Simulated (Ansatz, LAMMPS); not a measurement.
**Localised basis functions on amorphous trans-polyacetylene (as short chains C28H32) at 250 K (540 atoms)**

Wanted: errors and times of a linear-scaling basis for amorphous trans-polyacetylene (as short chains C28H32) at 250 K (540 atoms). A setting counts as converged where the r.m.s. difference of forces stays under 1 % of the r.m.s. force.

Calculated with Ansatz 0.2.0; Kohn-Sham DFT, PBE+D3(BJ), PAW (set soft_2), plane waves.

### 1. Set-up

The cell holds 540 atoms: 252 C and 288 H. Its edges and angles: a = 17.234 Å, b = 17.234 Å, c = 17.234 Å, α = 90.0°, β = 90.0°, γ = 90.0°. 9 trans-polyacetylene chains of 13 units with methyl end groups placed at random, at 1.08 g/cm³; overlaps pushed apart, then 20 ps at 800 K with MMFF94 bonds, angles, torsions, charges and radii (Halgren, J. Comput. Chem. 17, 490 (1996)) in harmonic and 12-6 forms. Snapshot after 30 ps at 250 K and fixed volume.

Before any run, some limits are plain. The network of contacts between molecules at the start is that of the classical potential that made the cell, and needn't be the one that DFT or experiment would give. The density was typed from a rule of thumb and may lie off the real one at this temperature. Only the Γ point is sampled, in a cell whose shortest periodic width is 17 Å.

### 2. Making the structure

A classical potential supplies the starting structure, since it reaches far longer times than DFT.

This step: classical MD, MMFF94 bonds, angles, torsions, charges and radii (Halgren, J. Comput. Chem. 17, 490 (1996)) in harmonic and 12-6 forms; charges of ions scaled by 0.8 (LAMMPS 22 Jul 2025 - Update 4).

in.lmp reads:

```
# amorphous trans-polyacetylene
units real
atom_style full
boundary p p p
bond_style harmonic
angle_style harmonic
dihedral_style opls
improper_style harmonic
special_bonds lj 0 0 0.5 coul 0 0 0.75
read_data data.lmp
neigh_modify delay 0 every 1 check yes one 4000
comm_modify cutoff 12.0
timestep 0.5
thermo_style custom step time temp pe press density
thermo_modify norm yes
# push overlapping molecules apart
pair_style soft 2.6
pair_coeff * * 0.0
variable a equal ramp(1,60)
fix ad all adapt 1 pair soft a * * v_a
velocity all create 800 419225 mom yes dist gaussian
fix lim all nve/limit 0.03
fix lan all langevin 800 800 50 419226 zero yes
thermo 1000
run 3000 post no
unfix ad
pair_style lj/cut/coul/long 9.0
pair_modify mix arithmetic tail yes
pair_coeff 1 1 0.0678 3.3680   # C
pair_coeff 2 2 0.0678 3.5860   # C
pair_coeff 3 3 0.0216 2.5400   # H
kspace_style pppm 1.0e-4
thermo 100
minimize 1e-5 1e-3 300 3000
# [... 15 lines left out ...]
compute msd all msd com yes
thermo 7500
fix md all nvt temp 250 250 100
run 30000 post no
print "== T250: mean square displacement over the hold $(c_msd[4]:%.2f) A^2"
unfix md
uncompute msd
write_dump all custom T250.dump id type xs ys zs modify sort id
```

The run is started by

```
$ mpirun -np 2 lmp -in in.lmp -log none -nocite
```

Numbers of over 12 decimals in the logs are rounded to 6 here.

The log of the run:

```text
LAMMPS (22 Jul 2025 - Update 4)
Reading data file ...
  orthogonal box = (0 0 0) to (17.23445 17.23445 17.23445)
  540 atoms
  orthogonal box = (0 0 0) to (17.23445 17.23445 17.23445)
  531 bonds
  810 angles
  1008 dihedrals
  234 impropers
   Step          Time           Temp          PotEng         Press         Density
         0   0              800            0.60002657    -4902.4307      1.0759998
      1000   500            614.99956      2.5690641      34076.636      1.0759998
      2000   1000           635.62901      2.6287909      37065.377      1.0759998
      3000   1500           623.8702       2.5507127      46570.099      1.0759998
Loop time of 0.791239 s on 2 MPI rank(s) for 3000 steps with 540 atoms
PPPM initialization ...
  G vector (1/distance) = 0.24294
  grid = 6 6 6
  estimated relative force accuracy = 5.6925944e-05
   Step          Time           Temp          PotEng         Press         Density
[... 14 lines left out ...]
      2000   1000           637.13958      1.6153162      24301.392      1.0759998
Loop time of 2.12928 s on 2 MPI rank(s) for 2000 steps with 540 atoms
   Step          Time           Temp          PotEng         Press         Density
      2000   1000           637.13958      1.6153162      24301.392      1.0759998
[... 5 lines left out ...]
Loop time of 23.2733 s on 2 MPI rank(s) for 20000 steps with 540 atoms
   Step          Time           Temp          PotEng         Press         Density
[... 4 lines left out ...]
Loop time of 22.3033 s on 2 MPI rank(s) for 20000 steps with 540 atoms
   Step          Time           Temp          PotEng         Press         Density
[... 2 lines left out ...]
     52500   51500          251.66738      0.43534598     11836.903      1.0759998
     60000   59000          249.97192      0.38220782     13600.909      1.0759998
     67500   66500          270.95801      0.32988286     18267.902      1.0759998
     72000   71000          255.09375      0.3827127      11433.298      1.0759998
Loop time of 32.3754 s on 2 MPI rank(s) for 30000 steps with 540 atoms
== T250: mean square displacement over the hold 0.36 A^2
```

Run time: 82 s. Hardware: 2 MPI ranks of Arm Neoverse V2, shared host; peak memory 0.14 GiB.

The input also reads data.lmp (atoms, bonds and types; not printed here).

### 3. Plane-wave single point

The first run fixes the reference, at a cutoff of 420 eV.

input.yaml reads:

```yaml
crystal:
  lattice:
    - [17.23445, 0.0, 0.0]
    - [0.0, 17.23445, 0.0]
    - [0.0, 0.0, 17.23445]
  atoms:
    - { symbol: C, position: [0.94014, 0.45846, 0.19706] }
    - { symbol: C, position: [0.92032, 0.4765, 0.11716] }
    - { symbol: C, position: [0.90288, 0.54747, 0.09291] }
    - { symbol: C, position: [0.88499, 0.57034, 0.01277] }
    - { symbol: C, position: [0.9217, 0.54491, 0.94972] }
    - { symbol: C, position: [0.89504, 0.5585, 0.87308] }
    - { symbol: C, position: [0.93374, 0.52705, 0.81312] }
    - { symbol: C, position: [0.91194, 0.54407, 0.73265] }
    - { symbol: C, position: [0.84414, 0.5194, 0.70235] }
    - { symbol: C, position: [0.83308, 0.50913, 0.61837] }
    - { symbol: C, position: [0.88704, 0.49988, 0.56621] }
    - { symbol: C, position: [0.86794, 0.48241, 0.48788] }
    - { symbol: C, position: [0.8206, 0.52427, 0.44686] }
    - { symbol: C, position: [0.80598, 0.51022, 0.36675] }
    - { symbol: C, position: [0.76831, 0.56402, 0.32455] }
    - { symbol: C, position: [0.74731, 0.55254, 0.24771] }
    - { symbol: C, position: [0.71739, 0.61182, 0.20905] }
    - { symbol: C, position: [0.68526, 0.60075, 0.1332] }
    - { symbol: C, position: [0.65545, 0.66384, 0.09872] }
    - { symbol: C, position: [0.62568, 0.6619, 0.02331] }
    - { symbol: C, position: [0.62028, 0.72663, 0.98172] }
    - { symbol: C, position: [0.58403, 0.72489, 0.90375] }
    - { symbol: C, position: [0.58211, 0.7836, 0.85107] }
    - { symbol: C, position: [0.55095, 0.77623, 0.77254] }
    - { symbol: C, position: [0.51522, 0.71437, 0.74413] }
    - { symbol: C, position: [0.49577, 0.70382, 0.66496] }
    - { symbol: C, position: [0.4657, 0.63674, 0.6401] }
    - { symbol: C, position: [0.43997, 0.62384, 0.56185] }
    - { symbol: H, position: [0.9796, 0.40811, 0.20379] }
    - { symbol: H, position: [0.89137, 0.43585, 0.23406] }
    - { symbol: H, position: [0.96654, 0.50842, 0.22285] }
    - { symbol: H, position: [0.9272, 0.42372, 0.0808] }
    [... 502 atom lines left out ...]
    - { symbol: H, position: [0.08358, 0.87656, 0.42667] }
    - { symbol: H, position: [0.01956, 0.87166, 0.59929] }
    - { symbol: H, position: [0.15747, 0.94764, 0.52106] }
    - { symbol: H, position: [0.11037, 0.93944, 0.69444] }
    - { symbol: H, position: [0.20326, 0.90697, 0.66551] }
    - { symbol: H, position: [0.17557, 0.00615, 0.64951] }
kpoints:
  mp_grid: { grid: [1, 1, 1] }
hamiltonian:
  xc: pbe
  dispersion: d3bj
scf:
  occupations: { method: gaussian, width: 0.05 }
output:
  forces: true
  stress: true
  populations: true
  dos:
    method: { smearing: { sigma: 0.1 } }
    de: 0.1
    projected: { site_lists: { C: [C], H: [H] } }
  eigenvalues: true
  write_density: true
  write_potential: true
  volumetric_format: npy
```

The run is started by

```
$ ansatz run input.yaml --threads 8 --pin off --max-ram 15872MiB --backend cpu --events-out ev --progress --plain --runs-dir out
```

The log of the run:

```text
Engine: ansatz 0.2.0, aarch64-unknown-linux-gnu
Pseudopotentials: kind: paw
Pseudopotential: C, paw, valence charge 4, recommended cutoff 420 eV (normal), C.paw.azcp
Pseudopotential: H, paw, valence charge 1, recommended cutoff 420 eV (normal), H.paw.azcp
[... 5 lines on functional and potentials left out ...]
Crystal: 540 atoms, lattice volume = 5119.084 Å³
Basis set: ecut = 420 eV, 100137 PW (Γ), exchange–correlation on 240×240×240 points (8 copies of the dense FFT grid, shifted against one another)
Bands: 1188, of which v1, the nominal top of the filled ones, is band 648 counted from 1 (647 counted from 0)
Symmetry: 1 space group operations
Space group: P1 (ITA 1), of the structure as read, at distance tolerance 1.7e-4 Å
k-points: 1
[... 5 lines on functional and potentials left out ...]
Initial density: superposition of atomic densities (neutral atoms: chi_scale 0, normalization atom), corrected by the library's trained network
Initial wavefunctions: pseudopotential atomic-orbital guess
Functional: x = pbe(κ = 0.804, μ = 0.219515), c = pbe(β = 0.066725)
SCF iter   1: F=—  HF=-67810.353136 eV  |F-HF|=—  |Δ(HF+E_count)|=         —  Δρ=5.36e-3  dr2=1.74e0  ethr=1.77e-3  ⟨swp⟩=5.0  Hψ=4780  notcnv=0  defer=496
preconditioner: auto → Resta (q_TF=auto, 2.170 Å⁻¹)  ε∞=2.5  [insulator: Δε(μ)=1.036 eV  Ē_g=15.103 eV  σ=0.050 eV  W_gap=1.00  n_scr=894 (ndim 8)  ℏωp=18.7 eV  f_vac=0.124  D(μ)=0.00/eV (n_scr^D=0)  ε∞_Penn≈2.5]
SCF iter   2: F=—  HF=-67810.106992 eV  |F-HF|=—  |Δ(HF+E_count)|=   2.46e-1  Δρ=2.78e-3  dr2=3.47e-1  ethr=1.34e-4  ⟨swp⟩=3.0  Hψ=2015  notcnv=0  defer=523
SCF iter   3: F=—  HF=-67810.131524 eV  |F-HF|=—  |Δ(HF+E_count)|=   2.45e-2  Δρ=1.29e-3  dr2=1.45e-1  ethr=2.68e-5  ⟨swp⟩=2.0  Hψ=1211  notcnv=0  defer=523
SCF iter   4: F=—  HF=-67810.124935 eV  |F-HF|=—  |Δ(HF+E_count)|=   6.59e-3  Δρ=4.24e-4  dr2=1.42e-2  ethr=1.12e-5  ⟨swp⟩=2.0  Hψ=1272  notcnv=0  defer=523
SCF iter   5: F=—  HF=-67810.127298 eV  |F-HF|=—  |Δ(HF+E_count)|=   2.36e-3  Δρ=1.93e-4  dr2=3.37e-3  ethr=1.10e-6  ⟨swp⟩=2.0  Hψ=1291  notcnv=0  defer=523
SCF iter   6: F=—  HF=-67810.127929 eV  |F-HF|=—  |Δ(HF+E_count)|=   6.31e-4  Δρ=7.01e-5  dr2=4.16e-4  ethr=2.60e-7  ⟨swp⟩=3.0  Hψ=1304  notcnv=0  defer=523
SCF iter   7: F=—  HF=-67810.128150 eV  |F-HF|=—  |Δ(HF+E_count)|=   2.21e-4  Δρ=3.08e-5  dr2=7.33e-5  ethr=3.21e-8  ⟨swp⟩=2.0  Hψ=1136  notcnv=0  defer=523
SCF iter   8: F=—  HF=-67810.128698 eV  |F-HF|=—  |Δ(HF+E_count)|=   5.48e-4  Δρ=1.33e-5  dr2=1.29e-5  ethr=5.65e-9  ⟨swp⟩=2.0  Hψ=1816  notcnv=0  defer=531
SCF iter   9: F=—  HF=-67810.128703 eV  |F-HF|=—  |Δ(HF+E_count)|=   5.26e-6  Δρ=4.97e-6  dr2=1.94e-6  ethr=9.95e-10  ⟨swp⟩=2.0  Hψ=1286  notcnv=0  defer=531
SCF iter  10: F=—  HF=-67810.128704 eV  |F-HF|=—  |Δ(HF+E_count)|=   9.89e-7  Δρ=2.44e-6  dr2=5.79e-7  ethr=1.50e-10  ⟨swp⟩=2.0  Hψ=1243  notcnv=0  defer=531
SCF iter  11: F=-67810.128704 eV  HF=-67810.128704 eV  |F-HF|=2.91e-8  |Δ(HF+E_count)|=   1.28e-7  Δρ=8.88e-7  dr2=5.51e-8  ethr=7.72e-12  ⟨swp⟩=18.0  Hψ=11050  notcnv=0
SCF 1 converged in 11 iterations: F = -67810.128704 eV  dr2 = 5.51e-8
  greatest PAW one-centre occupation: 0.703 electrons in one spin orbital (limit 2), on the C atom at site 316 (counted from 0), in its partial waves of l = 0
SCF converged after 11 iterations
Free energy (F): -67810.128704 eV
Harris-Foulkes:  -67810.128704 eV  (|F-HF|=2.91e-8)
Internal energy: -67810.128704 eV  (E = F + TS)
E sigma→0 (E₀):  -67810.128704 eV
Fermi energy:    1.960981 eV
--- Per-component energies (eV) ---
  E_band       = -8340.366995
  E_kinetic    = 27012.434626
  E_local      = -67570.000720  (includes V_loc(G=0)·N_el)
  E_nonlocal   = 7477.997899
  E_hartree    = 22503.771884
  E_xc         = -14703.750546
  E_vxc        = -18322.193851  (∫ρ·V_xc dr)
  E_paw        = -25222.868596  (= ΣΔE_a)
  E_vpaw       = -1945.749458  (= ΣTr[D̂ρ^β])
  E_aug_tail   = -0.397111  (compensation charges beyond the density's cutoff)
  E_ewald      = -17270.633656
  E_disp       = -36.682484  (pairwise vdW)
  E_smearing   = -0.000000  (= −TS)
  E_closure    = 0.000000  (closes the sum)
  Σ components = -67810.128704   (vs F -67810.128704, Δ=0.00e0)
--- Forces (eV/Å), atoms counted from 1 ---
  atom   1  C     -0.17930541    -1.45897843     1.64257743
  atom   2  C      0.47562727    -1.51305797    -0.44147477
  atom   3  C     -0.73349836     1.84970324    -0.64072789
  atom   4  C     -0.25511460    -0.17244718     1.46172975
  atom   5  C     -0.43627480    -0.17713617    -0.40814444
  atom   6  C      0.33064810    -0.51758476     0.16394764
  atom   7  C     -0.95037570     1.76327878    -1.16575481
  atom   8  C     -0.57070896    -1.53820091     1.31966016
  atom   9  C      2.26103648     0.92425517    -2.91733082
  atom  10  C     -3.04666829     1.10951757     2.44398314
  atom  11  C      2.00114907    -1.07221588    -0.83882412
  atom  12  C      2.69767592    -1.75099581     1.12944575
  atom  13  C     -2.13368367     2.21742318    -1.46831152
  atom  14  C     -0.56793868     1.68562560     1.82687666
[...]
atom 539  H      0.54839267    -0.06547385     0.11454071
  atom 540  H      0.11802722    -0.61686870     0.26481379
  max |Σ_I F_I| component: 1.02e-4 eV/Å
--- Stress (GPa, compression-positive) ---
        2.583827       0.048583      -0.042270
        0.048583       4.845103      -1.389222
       -0.042270      -1.389223       6.993851
  P = ⅓ Tr σ = 4.8076 GPa (48.076 kbar)
--- Band table (eV) ---
  k-point 0: bands = ["-15.5596", "-15.5425", "-15.5025", "-15.4664", [... 1172 levels ...], "12.3355", "12.3543", "12.3660", "12.3754", "12.3858", "12.3982", "12.4120", "12.4237", "12.4435", "12.4522", "12.4533", "12.4773"]
--- Löwdin populations: 540 sites ---
  site symbol       q [e]
     0      C      4.4404
     1      C      4.1103
     2      C      4.1334
[...]
539      H      0.8087
  spilling = 0.012227 (of n_electrons = 1296.000000)
```

Elapsed: 3.8 min, on 8 threads of Arm Neoverse V2, shared host; peak memory 10 GiB.

The column dr2 measures how far the density is from self-consistency, as an energy; F and HF (Harris–Foulkes) agree once it is small.

The program notes that it cut back its work space to fit the memory limit.

Read from the output:

* free energy: -67810.1287 eV
* free energy per atom: -125.5743 eV/atom
* SCF cycles: 11
* pressure: 4.808 GPa
* r.m.s. force component: 0.9148 eV/Å
* longest force: 4.698 eV/Å
* Fermi energy: 1.961 eV
* gap (highest filled to lowest empty level): 1.141 eV
* spilling of the projection: 0.01223

Neighbours are counted within 1.34 Å (H-C), 1.85 Å (C-C).

Length of the force by element and coordination:

| element | coordination | atoms | mean length of the force (eV/Å) | spread | least | most |
| --- | --- | --- | --- | --- | --- | --- |
| C | all | 252 | 1.81 | 0.917 | 0.280 | 4.70 |
| C | 3 | 234 | 1.82 | 0.930 | 0.280 | 4.70 |
| C | 4 | 18 | 1.60 | 0.689 | 0.501 | 2.92 |
| H | all | 288 | 0.906 | 0.539 | 0.0818 | 3.16 |

Löwdin charges by element and coordination (they lack the spilled electrons, 0.029 e an atom on average):

| element | coordination | atoms | mean charge (e) | spread | least | most |
| --- | --- | --- | --- | --- | --- | --- |
| C | all | 252 | -0.144 | 0.0855 | -0.470 | -0.0868 |
| C | 3 | 234 | -0.121 | 0.0123 | -0.167 | -0.0868 |
| C | 4 | 18 | -0.450 | 0.0106 | -0.470 | -0.431 |
| H | all | 288 | 0.181 | 0.0112 | 0.151 | 0.213 |

States in the cell by windows of 1 eV, zero at the Fermi level; the larger projections on atomic orbitals stand beside the total:

| from (eV) | to (eV) | total | C p | H s | C s |
| --- | --- | --- | --- | --- | --- |
| -14 | -13 | 44.2 | 16.4 | 6.1 | 21.0 |
| -13 | -12 | 29.0 | 12.3 | 4.0 | 12.3 |
| -12 | -11 | 40.1 | 18.6 | 6.5 | 14.3 |
| -11 | -10 | 98.1 | 50.5 | 24.4 | 20.8 |
| -10 | -9 | 75.5 | 39.5 | 19.7 | 14.9 |
| -9 | -8 | 74.1 | 58.3 | 11.9 | 2.6 |
| -8 | -7 | 93.0 | 70.7 | 17.0 | 3.9 |
| -7 | -6 | 137.3 | 97.9 | 33.9 | 3.9 |
| -6 | -5 | 171.9 | 123.1 | 44.9 | 2.6 |
| -5 | -4 | 162.0 | 126.3 | 33.3 | 1.5 |
| -4 | -3 | 59.8 | 55.0 | 4.2 | 0.4 |
| -3 | -2 | 37.5 | 35.7 | 1.4 | 0.2 |
| -2 | -1 | 40.8 | 39.1 | 1.2 | 0.2 |
| -1 | 0 | 16.5 | 16.0 | 0.3 | 0.1 |
| 0 | 1 | 18.1 | 17.2 | 0.4 | 0.1 |
| 1 | 2 | 39.0 | 36.1 | 1.4 | 0.4 |
| 2 | 3 | 38.2 | 31.9 | 2.8 | 0.7 |
| 3 | 4 | 103.2 | 57.9 | 19.5 | 5.8 |
| 4 | 5 | 115.2 | 50.6 | 26.1 | 8.6 |

Between -18 and -14 eV lie 216 more states.

The levels nearest the highest filled one (over half full), pooled over k-points and spins:

| level less the highest filled one (eV) | occupation |
| --- | --- |
| -0.266 | 2 |
| -0.255 | 2 |
| -0.225 | 2 |
| -0.193 | 2 |
| -0.185 | 2 |
| 0 | 2 |
| 1.14 | 0 |
| 1.18 | 0 |
| 1.22 | 0 |
| 1.27 | 0 |
| 1.33 | 0 |
| 1.34 | 0 |

Valence density in the bc plane at fractional x = 0.058, with atoms of C and H within 0.2 Å of it. It is the smooth field of the valence electrons, not physical close to the nuclei.

Ten even steps from '0' (0.0 e/Å³) to '9' (2.2 e/Å³), each cell a mean:
```
00000000000000000000000000000000000000000000000000
33210000000000000000000000000012100000155100000023
44344210000000000000000000000011000000378410000145
01257520000000000000000000000000000001477420000000
00135421000000000000000000000000000012332100000000
00001223320000012210000000012100000013321000000000
00000012541000137763100000000000000025741000000000
00000000000000014686421000000000000001210000000000
00000000000000000134574100000000000000000000000000
00000000000000000000121000000000000000000013432000
00000001220000000000000000000000000000000025874100
00000013762000132100014410002420000000000126852000
00012357897444666421258621025852001100000147741000
00147875458987557977777986567887557620000014520000
00258731013873112685322478753346886210000000000000
34444210000220001341000035410002686322331000000001
67631000000000000000000001000013678988741000000013
23210000013200000000000000000002222358841000000001
11000000014310000000000000000000000137864210000111
10000000000000000000000000000000002479742100001563
00000000000000000000000110000000012578520000000121
00000000000000000000000000000000000147764210000000
10000000000000000000000000013520000026764210000341
00000000000000000000000000012310000001110000000221
```
Columns run along b (17.2 Å), rows up along c (17.2 Å). Atoms in or near the plane, at fractional coordinates: C at (0.80, 0.86), H at (0.79, 0.92), H at (0.21, 0.24), H at (0.58, 0.04), C at (0.16, 0.47), C at (0.23, 0.43), C at (0.36, 0.41), C at (0.44, 0.44), C at (0.50, 0.40), C at (0.58, 0.43), C at (0.65, 0.40), C at (0.67, 0.31), C at (0.74, 0.29), C at (0.76, 0.21) and more.

Electrostatic potential energy in the bc plane at fractional x = 0.058, with atoms of C and H within 0.2 Å of it. With pseudopotentials it is smooth inside the atoms' cores, unlike the true potential.

Values in eV, 13 rows by 16 columns, each cell a mean:
```
  0   5   6   5   5   4   5   5   5   3   3   5  -5   3   5   2
 -6 -12   4   6   5   5   5   4   4   3   2   5 -20 -12   5  -7
  4  -7   2   5   5   4   6   5   4   1   6   4  -6   2   6   6
  6   5  -7  -1   3 -28  -3   6   5   3   5  -1 -10   5   5   5
  6   6   5   5   5  -3 -17  -4   5   4   5   5   4   5   4   5
  6   5  -1   3   5   5   4   2   5   4   5   5   5  -3 -27   4
  6   0 -24 -11 -10  -9  -2 -17   2 -16   4   4   5 -10 -18   5
  3 -26 -11 -26 -17 -26 -24 -27 -26 -29 -29 -12   5   1  -1   6
-20  -7   4  -3   1  -4   1   1  -7   3 -25 -16  -8   4   5   3
 -8   4   5  -8   4   4   4   5   4   4  -5 -16 -22   3   5   3
  2   6   5   2   5   4   5   3   4   5   4 -19 -23   2   3 -11
  5   6   5   5   6   6   5   3   4   4   4 -14 -21   0   4   3
  4   6   5   4   4   5   5   5   4  -9   5   1 -11   3   4  -8
```
Columns run along b (17.2 Å; values clipped at the 3rd and 97th percentile), rows up along c (17.2 Å). Atoms in or near the plane, at fractional coordinates: C at (0.80, 0.86), H at (0.79, 0.92), H at (0.21, 0.24), H at (0.58, 0.04), C at (0.16, 0.47), C at (0.23, 0.43), C at (0.36, 0.41), C at (0.44, 0.44), C at (0.50, 0.40), C at (0.58, 0.43), C at (0.65, 0.40), C at (0.67, 0.31), C at (0.74, 0.29), C at (0.76, 0.21) and more.

Mean Löwdin charges: C -0.14, H +0.18 e (they miss 1.2 % of the electrons, so they add up to more than the cell's charge). The largest share in the top eV of filled states is C p (97 % of the projected weight), and in the lowest eV of empty states C p (96 % of the projected weight).

(Continued in part 2 of 2.)

[Logs are printed without paths, hosts, clocks, repeated set-up lines and the standing remarks that a program may print on its own settings, such as how far it seeks lower states.]

[Hosts, paths, dates, database ids (printed as entryN), source tags and the programs' standing remarks are cut or masked in the printed files.]

[The MMFF94 radii named for the starting cell were scaled by 0.96; in molecules described by MMFF94, hydrogen bound to N, O or S took a small fixed 12-6 site in their place.]
